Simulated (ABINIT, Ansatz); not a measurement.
An input for ABINIT 10.8.3 (PNO (Cc)):

```
acell 3*1.0 Angstrom
rprim 
  3.278002254000 -3.286113380400 0.000000000000
  3.278002254000 3.286113380400 0.000000000000
  -3.028551860300 0.000000000000 3.488865954800
ntypat 3
znucl 15 7 8
natom 6
typat 1 1 2 2 3 3
xred 
  0.730409600000 0.010313920000 0.000167090000
  0.010313920000 0.730409600000 0.500167090000
  0.742864730000 0.382544620000 0.249632690000
  0.382544620000 0.742864730000 0.749632690000
  0.883089610000 0.000777520000 0.750200220000
  0.000777520000 0.883089610000 0.250200220000
pp_dirpath "pseudos"
pseudos "P.upf, N.upf, O.upf"
ecut 36
ngkpt 2 2 2
nshiftk 1
shiftk 0 0 0
kptopt 1
chksymbreak 0
iscf -2
irdden 1
istwfk *1
nband 71
nbdbuf 6
tolwfr 1e-09
nstep 60
prtvol 0
indata_prefix "in"
outdata_prefix "out"
tmpdata_prefix "tmp"
```

```sh
OMP_NUM_THREADS=1 mpirun -n 4 abinit run.abi > log
```

Question: How long will it take on 4 MPI ranks of Arm Neoverse N1, shared host, and how much memory?

It took 34 s; on shared hardware allow 17 s to 68 s. Peak host memory was 0.31 GiB.

[Paths, hosts, dates, memory and timing lines, banners, echoed tables and standing remarks are left out of the program output.]

[Logs are printed without paths, hosts, clocks, repeated set-up lines and the standing remarks that a program may print on its own settings, such as how far it seeks lower states.]

[Runs of the session that timed out or met a known fault of the program may be left out.]

[Hosts, paths, dates, database ids (printed as entryN), source tags and the programs' standing remarks are cut or masked in the printed files.]

[G0W0 gaps are taken among the corrected bands and points alone; a level outside them can change the order at an edge.]

[Where Ansatz stands beside ABINIT at settings called matched, ABINIT's density can come from a denser mesh and the files from another edition; pairs whose starting gaps differed by over 0.03 eV were left out, so agreement reads better than it is.]
